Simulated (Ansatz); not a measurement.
# The perfect Ag wire along [110], 8 atoms a period

What gap, if any, does the Ag wire along [110], 8 atoms a period have, and how many channels would it open?

Method: DFT PBE, plane waves, PAW; relaxation of a wire's period; PAW set soft_1, in the first sound run; inputs show where later runs differ, in Ansatz 0.2.0.

### 1. The starting structure

The cell holds 8 atoms: 8 Ag. Its edges and angles: a = 10.950 Å, b = 12.669 Å, c = 2.934 Å, α = 90.0°, β = 90.0°, γ = 90.0°. Vacuum lies along a and b. The structure's axis is c.

### 2. Relaxation of atoms and period

Band widths follow the bond lengths, so the wire is relaxed first. The atoms and the third cell vector are free; the box across stays fixed as vacuum. A Fermi-Dirac smearing is set since the result may be a metal. The pressure printed is a third of the stress's trace over the whole box, vacuum included; only the stress along the axis is relaxed.

input.yaml

```yaml
crystal:
  lattice:
    - [10.95, 0.0, 0.0]
    - [0.0, 12.669, 0.0]
    - [0.0, 0.0, 2.9344931419]
  atoms:
    - { symbol: Ag, position: [0.310502283, 0.731627302, 0.0] }
    - { symbol: Ag, position: [0.310502283, 0.499999459, 0.0] }
    - { symbol: Ag, position: [0.689497717, 0.731627302, 0.0] }
    - { symbol: Ag, position: [0.689497717, 0.499999459, 0.0] }
    - { symbol: Ag, position: [0.5, 0.384185537, 0.5] }
    - { symbol: Ag, position: [0.5, 0.61581338, 0.5] }
    - { symbol: Ag, position: [0.310502283, 0.268371616, 0.0] }
    - { symbol: Ag, position: [0.689497717, 0.268371616, 0.0] }
kpoints:
  mp_grid: { grid: [1, 1, 28] }
scf:
  occupations: { method: fermi_dirac, width: 0.05 }
hamiltonian:
  xc: pbe
  pseudopotentials: { kind: paw, azcp: { folder: soft_1 } }
relax:
  cell: { fix: [a, b, alpha, beta, gamma] }
  max_steps: 45
  f_tol: 0.03
```

Command:

```
ansatz run input.yaml --threads 4 --pin off --max-ram 16384MiB --backend cpu --events-out ev --progress --plain --runs-dir out
```

Numbers of over 12 decimals in the logs are rounded to 6 here.

The log of the run:

```text
Engine: ansatz 0.2.0, aarch64-unknown-linux-gnu
Pseudopotentials: kind: paw
Pseudopotential: Ag, paw, valence charge 19, recommended cutoff 420 eV (normal), soft_1/Ag.paw.azcp
Functional definition: PBE
  parameter kappa = 0.804
  parameter beta = 0.066725
  exchange = pbe_x(kappa = kappa, mu = beta*pi^2/3)
  correlation = pbe_c(beta = beta)
Crystal: 8 atoms, lattice volume = 407.089 Å³
Basis set: ecut = 420 eV, 7943 PW (Γ), exchange–correlation on 150×180×40 points (8 copies of the dense FFT grid, shifted against one another)
Bands: 92, of which v1, the nominal top of the filled ones, is band 76 counted from 1 (75 counted from 0)
Symmetry: 8 space group operations
Space group: Pmmm (ITA 47), of the structure as read, at distance tolerance 7.4e-5 Å
k-points: 15 of 28
Non-local potential: Ag, projectors of the file, l = 0: 3, l = 1: 2, l = 2: 2, l = 3: 1
PAW form: soft (Blöchl's): semilocal exchange-correlation on the pseudo side does not see the compensation charge
PAW one-centre angular grid: Ag, 590 points (default); XC on 64 Gauss nodes
Initial density: superposition of atomic densities (neutral atoms: chi_scale 0, normalization atom)
Initial wavefunctions: pseudopotential atomic-orbital guess
Functional: x = pbe(κ = 0.804, μ = 0.219515), c = pbe(β = 0.066725)
SCF iter   1: F=—  HF=-60721.524206 eV  |F-HF|=—  |Δ(HF+E_count)|=         —  Δρ=2.81e-2  dr2=4.79e0  ethr=3.10e-3  ⟨swp⟩=6.2  Hψ=5316  notcnv=0  defer=17
preconditioner: auto → LDOS  [metal: Δε(μ)=0.045 eV  Ē_g=7.498 eV  σ=0.050 eV  W_gap=0.22  n_scr=78 (ndim 8)  ℏωp=17.3 eV  f_vac=0.535  D(μ)=2.94/eV (n_scr^D=10)  β→1.0]
SCF iter   2: F=—  HF=-60722.378190 eV  |F-HF|=—  |Δ(HF+E_count)|=   8.54e-1  Δρ=4.18e-2  dr2=7.38e0  ethr=3.10e-3  ⟨swp⟩=2.8  Hψ=2918  notcnv=0  defer=118
SCF iter   3: F=—  HF=-60720.344716 eV  |F-HF|=—  |Δ(HF+E_count)|=    2.03e0  Δρ=7.40e-3  dr2=1.90e-1  ethr=3.10e-3  ⟨swp⟩=2.1  Hψ=2629  notcnv=0  defer=123
SCF iter   4: F=—  HF=-60720.314538 eV  |F-HF|=—  |Δ(HF+E_count)|=   3.02e-2  Δρ=9.96e-4  dr2=5.32e-3  ethr=1.25e-4  ⟨swp⟩=2.0  Hψ=2500  notcnv=0  defer=123
SCF iter   5: F=—  HF=-60720.314908 eV  |F-HF|=—  |Δ(HF+E_count)|=   3.69e-4  Δρ=7.16e-4  dr2=2.14e-3  ethr=3.50e-6  ⟨swp⟩=2.0  Hψ=2508  notcnv=0  defer=124
SCF iter   6: F=—  HF=-60720.314507 eV  |F-HF|=—  |Δ(HF+E_count)|=   4.00e-4  Δρ=1.18e-4  dr2=1.08e-4  ethr=1.41e-6  ⟨swp⟩=2.0  Hψ=1917  notcnv=0  defer=124
SCF iter   7: F=—  HF=-60720.314488 eV  |F-HF|=—  |Δ(HF+E_count)|=   1.94e-5  Δρ=4.91e-5  dr2=2.03e-5  ethr=7.10e-8  ⟨swp⟩=2.1  Hψ=1908  notcnv=0  defer=124
SCF iter   8: F=—  HF=-60720.314260 eV  |F-HF|=—  |Δ(HF+E_count)|=   2.28e-4  Δρ=1.41e-5  dr2=1.29e-6  ethr=1.34e-8  ⟨swp⟩=2.0  Hψ=1899  notcnv=0  defer=124
SCF iter   9: F=—  HF=-60720.314261 eV  |F-HF|=—  |Δ(HF+E_count)|=   1.10e-6  Δρ=8.39e-6  dr2=4.97e-7  ethr=8.46e-10  ⟨swp⟩=2.3  Hψ=1933  notcnv=0  defer=124
SCF iter  10: F=-60720.314261 eV  HF=-60720.314261 eV  |F-HF|=1.16e-9  |Δ(HF+E_count)|=   7.45e-8  Δρ=1.92e-6  dr2=3.17e-8  ethr=6.58e-11  ⟨swp⟩=3.0  Hψ=5087  notcnv=0
SCF 1 converged in 10 iterations: F = -60720.314261 eV  dr2 = 3.17e-8
  greatest PAW one-centre occupation: 1.001 electrons in one spin orbital (limit 2), on the Ag atom at site 5 (counted from 0), in its partial waves of l = 0
relax step   1: F+E_penalty+E_count = -60720.31426073 eV  Δ(F+E_penalty+E_count) = +0.000e0 eV  max|allowed force component| = 4.368e-1 eV/Å  Δτ_max = 0.0000 Å  P = -1.777 GPa  Ω = 407.089 Å³  fix = [a, b, alpha, beta, gamma]  reactions: a -1.128, b -1.793 GPa  (10 SCF iters, dr2 threshold 1.00e-7 eV, accepted)
Crystal: 8 atoms, lattice volume = 392.780 Å³
Basis set: ecut = 420 eV, 7703 PW (Γ), exchange–correlation on 150×180×40 points (8 copies of the dense FFT grid, shifted against one another)
Initial density: handed on by an earlier stage of this run
Initial wavefunctions: those handed on with the density
iter 1 solved again at ethr=6.52e-5 eV; its pass at ethr=3.10e-3 eV (dr2=9.91e-2 eV) is discarded
SCF iter   1: F=—  HF=-60720.590510 eV  |F-HF|=—  |Δ(HF+E_count)|=         —  Δρ=4.65e-3  dr2=9.93e-2  ethr=6.52e-5  ⟨swp⟩=3.1  Hψ=6723  notcnv=0
preconditioner: auto → LDOS  [insulator: Δε(μ)=0.128 eV  Ē_g=8.013 eV  σ=0.050 eV  W_gap=0.56  n_scr=70 (ndim 8)  ℏωp=17.6 eV  f_vac=0.551  D(μ)=1.89/eV (n_scr^D=8)  ε∞_Penn≈5.8  β→1.0]
SCF iter   2: F=—  HF=-60720.616144 eV  |F-HF|=—  |Δ(HF+E_count)|=   2.56e-2  Δρ=6.97e-3  dr2=1.70e-1  ethr=6.52e-5  ⟨swp⟩=2.4  Hψ=2725  notcnv=0
SCF iter   3: F=—  HF=-60720.566323 eV  |F-HF|=—  |Δ(HF+E_count)|=   4.98e-2  Δρ=1.22e-3  dr2=4.80e-3  ethr=6.52e-5  ⟨swp⟩=2.0  Hψ=2357  notcnv=0  defer=113
SCF iter   4: F=—  HF=-60720.565294 eV  |F-HF|=—  |Δ(HF+E_count)|=   1.03e-3  Δρ=2.65e-4  dr2=3.57e-4  ethr=3.16e-6  ⟨swp⟩=2.9  Hψ=2520  notcnv=0  defer=115
SCF iter   5: F=—  HF=-60720.565126 eV  |F-HF|=—  |Δ(HF+E_count)|=   1.68e-4  Δρ=6.33e-5  dr2=1.57e-5  ethr=2.35e-7  ⟨swp⟩=2.0  Hψ=1908  notcnv=0  defer=115
SCF iter   6: F=—  HF=-60720.565130 eV  |F-HF|=—  |Δ(HF+E_count)|=   4.59e-6  Δρ=2.23e-5  dr2=2.74e-6  ethr=1.03e-8  ⟨swp⟩=2.1  Hψ=2041  notcnv=0  defer=115
SCF iter   7: F=-60720.565130 eV  HF=-60720.565130 eV  |F-HF|=8.07e-8  |Δ(HF+E_count)|=   2.68e-7  Δρ=8.21e-6  dr2=3.03e-7  ethr=5.26e-10  ⟨swp⟩=5.0  Hψ=4876  notcnv=0
SCF 2 converged in 7 iterations: F = -60720.565130 eV  dr2 = 3.03e-7
relax step   2: F+E_penalty+E_count = -60720.56512997 eV  Δ(F+E_penalty+E_count) = -2.509e-1 eV  max|allowed force component| = 2.346e-1 eV/Å  Δτ_max = 0.1526 Å  P = +0.409 GPa  Ω = 392.780 Å³  energy of the carried Pulay correction = +2.474e-3 eV  fix = [a, b, alpha, beta, gamma]  reactions: a +0.651, b +0.333 GPa  (7 SCF iters, dr2 threshold 8.00e-7 eV, accepted)
Crystal: 8 atoms, lattice volume = 391.759 Å³
Basis set: ecut = 420 eV, 7687 PW (Γ), exchange–correlation on 150×180×40 points (8 copies of the dense FFT grid, shifted against one another)
iter 1 solved again at ethr=7.23e-6 eV; its pass at ethr=3.10e-3 eV (dr2=1.10e-2 eV) is discarded
SCF iter   1: F=—  HF=-60720.598964 eV  |F-HF|=—  |Δ(HF+E_count)|=         —  Δρ=1.76e-3  dr2=1.11e-2  ethr=7.23e-6  ⟨swp⟩=3.1  Hψ=5780  notcnv=0
preconditioner: auto → LDOS  [metal: Δε(μ)=0.016 eV  Ē_g=8.033 eV  σ=0.050 eV  W_gap=0.08  n_scr=70 (ndim 8)  ℏωp=17.6 eV  f_vac=0.546  D(μ)=2.26/eV (n_scr^D=10)  β→1.0]
SCF iter   2: F=—  HF=-60720.599666 eV  |F-HF|=—  |Δ(HF+E_count)|=   7.02e-4  Δρ=1.45e-3  dr2=1.37e-2  ethr=7.23e-6  ⟨swp⟩=2.0  Hψ=2640  notcnv=0
SCF iter   3: F=—  HF=-60720.596177 eV  |F-HF|=—  |Δ(HF+E_count)|=   3.49e-3  Δρ=2.54e-4  dr2=2.28e-4  ethr=7.23e-6  ⟨swp⟩=2.0  Hψ=2275  notcnv=0
SCF iter   4: F=—  HF=-60720.596105 eV  |F-HF|=—  |Δ(HF+E_count)|=   7.18e-5  Δρ=1.58e-4  dr2=9.56e-5  ethr=1.50e-7  ⟨swp⟩=2.0  Hψ=2456  notcnv=0
SCF iter   5: F=—  HF=-60720.596082 eV  |F-HF|=—  |Δ(HF+E_count)|=   2.32e-5  Δρ=2.05e-5  dr2=2.80e-6  ethr=6.29e-8  ⟨swp⟩=2.1  Hψ=2033  notcnv=0
SCF iter   6: F=-60720.596083 eV  HF=-60720.596083 eV  |F-HF|=6.02e-8  |Δ(HF+E_count)|=   4.94e-7  Δρ=7.75e-6  dr2=2.26e-7  ethr=5.26e-10  ⟨swp⟩=5.0  Hψ=4941  notcnv=0
SCF 3 converged in 6 iterations: F = -60720.596083 eV  dr2 = 2.26e-7
relax step   3: F+E_penalty+E_count = -60720.59608259 eV  Δ(F+E_penalty+E_count) = -3.095e-2 eV  max|allowed force component| = 3.649e-2 eV/Å  Δτ_max = 0.0586 Å  P = -0.098 GPa  Ω = 391.759 Å³  energy of the carried Pulay correction = +2.656e-3 eV  fix = [a, b, alpha, beta, gamma]  reactions: a -0.001, b -0.263 GPa  (6 SCF iters, dr2 threshold 8.00e-7 eV, accepted)
Crystal: 8 atoms, lattice volume = 391.291 Å³
iter 1 solved again at ethr=1.61e-6 eV; its pass at ethr=3.10e-3 eV (dr2=2.44e-3 eV) is discarded
SCF iter   1: F=—  HF=-60720.601097 eV  |F-HF|=—  |Δ(HF+E_count)|=         —  Δρ=7.91e-4  dr2=2.52e-3  ethr=1.61e-6  ⟨swp⟩=2.8  Hψ=5272  notcnv=0
preconditioner: auto → LDOS  [metal: Δε(μ)=0.023 eV  Ē_g=8.028 eV  σ=0.050 eV  W_gap=0.11  n_scr=70 (ndim 8)  ℏωp=17.6 eV  f_vac=0.545  D(μ)=2.23/eV (n_scr^D=10)  β→1.0]
SCF iter   2: F=—  HF=-60720.601067 eV  |F-HF|=—  |Δ(HF+E_count)|=   3.00e-5  Δρ=7.00e-4  dr2=2.34e-3  ethr=1.61e-6  ⟨swp⟩=2.3  Hψ=2572  notcnv=0
SCF iter   3: F=—  HF=-60720.600287 eV  |F-HF|=—  |Δ(HF+E_count)|=   7.80e-4  Δρ=9.49e-5  dr2=2.89e-5  ethr=1.54e-6  ⟨swp⟩=2.0  Hψ=2248  notcnv=0
SCF iter   4: F=—  HF=-60720.600195 eV  |F-HF|=—  |Δ(HF+E_count)|=   9.15e-5  Δρ=5.78e-5  dr2=1.21e-5  ethr=1.90e-8  ⟨swp⟩=2.0  Hψ=2491  notcnv=0
SCF iter   5: F=—  HF=-60720.600193 eV  |F-HF|=—  |Δ(HF+E_count)|=   2.13e-6  Δρ=1.18e-5  dr2=1.19e-6  ethr=7.96e-9  ⟨swp⟩=2.0  Hψ=2306  notcnv=0
SCF iter   6: F=-60720.600193 eV  HF=-60720.600193 eV  |F-HF|=4.02e-9  |Δ(HF+E_count)|=   7.08e-8  Δρ=4.07e-6  dr2=5.77e-8  ethr=5.47e-11  ⟨swp⟩=3.1  Hψ=5703  notcnv=0
SCF 4 converged in 6 iterations: F = -60720.600193 eV  dr2 = 5.77e-8
relax step   4: F+E_penalty+E_count = -60720.60019300 eV  Δ(F+E_penalty+E_count) = -4.110e-3 eV  max|allowed force component| = 2.829e-2 eV/Å  Δτ_max = 0.0306 Å  P = -0.081 GPa  Ω = 391.291 Å³  energy of the carried Pulay correction = +2.740e-3 eV  fix = [a, b, alpha, beta, gamma]  reactions: a -0.053, b -0.191 GPa  (6 SCF iters, dr2 threshold 8.32e-8 eV, accepted)
Crystal: 8 atoms, lattice volume = 391.198 Å³
iter 1 solved again at ethr=5.47e-6 eV; its pass at ethr=3.10e-3 eV (dr2=8.31e-3 eV) is discarded
SCF iter   1: F=—  HF=-60720.605829 eV  |F-HF|=—  |Δ(HF+E_count)|=         —  Δρ=1.41e-3  dr2=8.64e-3  ethr=5.47e-6  ⟨swp⟩=2.6  Hψ=5346  notcnv=0
preconditioner: auto → LDOS  [metal: Δε(μ)=0.066 eV  Ē_g=8.030 eV  σ=0.050 eV  W_gap=0.32  n_scr=70 (ndim 8)  ℏωp=17.6 eV  f_vac=0.545  D(μ)=2.10/eV (n_scr^D=8)  β→1.0]
SCF iter   2: F=—  HF=-60720.605452 eV  |F-HF|=—  |Δ(HF+E_count)|=   3.77e-4  Δρ=1.32e-3  dr2=7.30e-3  ethr=5.47e-6  ⟨swp⟩=2.0  Hψ=2640  notcnv=0
SCF iter   3: F=—  HF=-60720.602843 eV  |F-HF|=—  |Δ(HF+E_count)|=   2.61e-3  Δρ=1.96e-4  dr2=1.30e-4  ethr=4.80e-6  ⟨swp⟩=2.1  Hψ=2476  notcnv=0
SCF iter   4: F=—  HF=-60720.602820 eV  |F-HF|=—  |Δ(HF+E_count)|=   2.30e-5  Δρ=9.33e-5  dr2=2.76e-5  ethr=8.56e-8  ⟨swp⟩=2.0  Hψ=2490  notcnv=0
SCF iter   5: F=—  HF=-60720.602954 eV  |F-HF|=—  |Δ(HF+E_count)|=   1.34e-4  Δρ=2.70e-5  dr2=3.33e-6  ethr=1.82e-8  ⟨swp⟩=2.0  Hψ=2152  notcnv=0
SCF iter   6: F=—  HF=-60720.602739 eV  |F-HF|=—  |Δ(HF+E_count)|=   2.16e-4  Δρ=7.38e-6  dr2=1.74e-7  ethr=2.19e-9  ⟨swp⟩=2.0  Hψ=1981  notcnv=0
SCF iter   7: F=—  HF=-60720.602739 eV  |F-HF|=—  |Δ(HF+E_count)|=   6.98e-8  Δρ=1.44e-6  dr2=9.68e-9  ethr=1.14e-10  ⟨swp⟩=2.0  Hψ=2502  notcnv=0
SCF iter   8: F=—  HF=-60720.602739 eV  |F-HF|=—  |Δ(HF+E_count)|=   4.37e-9  Δρ=6.86e-7  dr2=1.84e-9  ethr=6.37e-12  ⟨swp⟩=2.1  Hψ=2194  notcnv=0
SCF iter   9: F=-60720.602739 eV  HF=-60720.602739 eV  |F-HF|=2.18e-11  |Δ(HF+E_count)|=  9.46e-11  Δρ=1.05e-7  dr2=4.50e-11  ethr=1.00e-12  ⟨swp⟩=3.2  Hψ=5278  notcnv=0
SCF 5 converged in 9 iterations: F = -60720.602739 eV  dr2 = 4.50e-11
relax step   5: F+E_penalty+E_count = -60720.60273889 eV  Δ(F+E_penalty+E_count) = -2.546e-3 eV  max|allowed force component| = 1.214e-2 eV/Å  Δτ_max = 0.0424 Å  P = -0.066 GPa  Ω = 391.198 Å³  energy of the carried Pulay correction = +2.757e-3 eV  fix = [a, b, alpha, beta, gamma]  reactions: a -0.088, b -0.103 GPa  (9 SCF iters, accepted)
Initial wavefunctions: pseudopotential atomic-orbital guess (no wavefunctions were taken with the density)
iter 1 solved again at ethr=1.39e-7 eV; its pass at ethr=3.10e-3 eV (dr2=2.11e-4 eV) is discarded
SCF iter   1: F=—  HF=-60720.599703 eV  |F-HF|=—  |Δ(HF+E_count)|=         —  Δρ=7.80e-5  dr2=3.60e-6  ethr=1.39e-7  ⟨swp⟩=3.9  Hψ=9313  notcnv=0
preconditioner: auto → LDOS  [metal: Δε(μ)=0.068 eV  Ē_g=8.032 eV  σ=0.050 eV  W_gap=0.33  n_scr=70 (ndim 8)  ℏωp=17.6 eV  f_vac=0.545  D(μ)=2.09/eV (n_scr^D=8)  β→1.0]
SCF iter   2: F=—  HF=-60720.599628 eV  |F-HF|=—  |Δ(HF+E_count)|=   7.55e-5  Δρ=5.01e-5  dr2=7.49e-6  ethr=2.37e-9  ⟨swp⟩=2.7  Hψ=2670  notcnv=0
SCF iter   3: F=—  HF=-60720.599626 eV  |F-HF|=—  |Δ(HF+E_count)|=   1.70e-6  Δρ=2.65e-5  dr2=2.40e-6  ethr=2.37e-9  ⟨swp⟩=2.0  Hψ=2520  notcnv=0
SCF iter   4: F=—  HF=-60720.599626 eV  |F-HF|=—  |Δ(HF+E_count)|=   6.44e-7  Δρ=8.21e-6  dr2=2.25e-7  ethr=1.58e-9  ⟨swp⟩=2.0  Hψ=1890  notcnv=0
SCF iter   5: F=—  HF=-60720.599626 eV  |F-HF|=—  |Δ(HF+E_count)|=   6.44e-8  Δρ=1.41e-6  dr2=6.61e-9  ethr=1.48e-10  ⟨swp⟩=2.0  Hψ=2012  notcnv=0
SCF iter   6: F=—  HF=-60720.599626 eV  |F-HF|=—  |Δ(HF+E_count)|=   1.63e-9  Δρ=2.38e-7  dr2=2.32e-10  ethr=4.35e-12  ⟨swp⟩=2.0  Hψ=2467  notcnv=0
SCF iter   7: F=-60720.599626 eV  HF=-60720.599626 eV  |F-HF|=2.91e-11  |Δ(HF+E_count)|=  3.64e-11  Δρ=5.21e-8  dr2=8.45e-12  ethr=1.00e-12  ⟨swp⟩=4.9  Hψ=4651  notcnv=0
SCF 6 converged in 7 iterations: F = -60720.599626 eV  dr2 = 8.45e-12
relax step   6: F+E_penalty+E_count = -60720.59962554 eV  Δ(F+E_penalty+E_count) = +3.113e-3 eV  max|allowed force component| = 1.197e-2 eV/Å  Δτ_max = 0.0000 Å  P = -0.061 GPa  Ω = 391.198 Å³  fix = [a, b, alpha, beta, gamma]  reactions: a -0.085, b -0.098 GPa  stress off target by 1.20e-3 GPa on what of the cell is left free  SCF on the basis re-selected at this cell (its energy is not comparable with the rows above)  (7 SCF iters)
basis re-selected at this cell: Δ(F+E_penalty+E_count) = +3.113e-3 eV, ΔP = +0.004 GPa vs the last step (what re-selecting the basis moved, of the pressure what is left beyond the Pulay correction that the steps carried, after the strain that the cell walked since its last selection, with what the two solves' SCF thresholds leave and, on support functions, any second-order correction that the steps lacked; it is no m [...]
SCF converged after 7 iterations
Free energy (F): -60720.599626 eV
Harris-Foulkes:  -60720.599626 eV  (|F-HF|=2.91e-11)
Internal energy: -60720.582103 eV  (E = F + TS)
E sigma→0 (E₀):  -60720.590864 eV
Entropy (-TS):   -0.017522 eV (-2.190 meV/atom)
Fermi energy:    3.406195 eV
--- Per-component energies (eV) ---
  E_band       = -3948.625785
  E_kinetic    = 3744.262231
  E_local      = -68454.245966  (includes V_loc(G=0)·N_el)
  E_nonlocal   = 258.166063
  E_hartree    = 33060.322786
  E_xc         = -1264.688809
  E_vxc        = -1599.285816  (∫ρ·V_xc dr)
  E_paw        = -31652.584959  (= ΣΔE_a)
  E_vpaw       = -4018.170672  (= ΣTr[D̂ρ^β])
  E_aug_tail   = 0.002968  (compensation charges beyond the density's cutoff)
  E_ewald      = 3588.183584
  E_smearing   = -0.017522  (= −TS)
  E_closure    = 0.000000  (closes the sum)
  Σ components = -60720.599626   (vs F -60720.599626, Δ=0.00e0)
--- Forces (eV/Å), atoms counted from 1 ---
  atom   1  Ag     0.00466249    -0.00224996    -0.00000000
  atom   2  Ag     0.00522687    -0.00000000    -0.00000000
  atom   3  Ag    -0.00466249    -0.00224996     0.00000000
  atom   4  Ag    -0.00522687     0.00000000     0.00000000
  atom   5  Ag     0.00000000    -0.01196992    -0.00000000
  atom   6  Ag    -0.00000000     0.01196992     0.00000000
  atom   7  Ag     0.00466249     0.00224996    -0.00000000
  atom   8  Ag    -0.00466249     0.00224996     0.00000000
  max |Σ_I F_I| component: 1.30e-18 eV/Å
--- Stress (GPa, compression-positive) ---
       -0.084993       0.000000       0.000000
        0.000000      -0.097947      -0.000000
        0.000000      -0.000000      -0.001198
  P = ⅓ Tr σ = -0.0614 GPa (-0.614 kbar)
--- Relaxed structure (5 steps of the walk, 5 accepted, 1 SCFs on fresh bases) ---
  F+E_penalty+E_count = -60720.59962554 eV   max|allowed force component| = 1.197e-2 eV/Å   (the final SCF, on the basis selected at the relaxed cell)
  cell:  # Å, volume = 391.1984 Å³
    - [10.95, 0, 0]
    - [0, 12.669, 0]
    - [0, 0, 2.819945]
  atoms:
    - { symbol: Ag, position: [0.303587, 0.717801, 0] }
    - { symbol: Ag, position: [0.313831, 0.5, 0] }
    - { symbol: Ag, position: [0.696413, 0.717801, 0] }
    - { symbol: Ag, position: [0.686169, 0.5, 0] }
    - { symbol: Ag, position: [0.5, 0.377622, 0.5] }
    - { symbol: Ag, position: [0.5, 0.622378, 0.5] }
    - { symbol: Ag, position: [0.303587, 0.282199, 0] }
    - { symbol: Ag, position: [0.696413, 0.282199, 0] }
```

It took 45 s on 4 threads of Arm Neoverse V2, shared host; peak memory 1.2 GiB; 2.9 min of CPU time.

[end of part 1 of 2]

[Logs are printed without paths, hosts, clocks, repeated set-up lines and the standing remarks that a program may print on its own settings, such as how far it seeks lower states.]

[Hosts, paths, dates, database ids (printed as entryN), source tags and the programs' standing remarks are cut or masked in the printed files.]
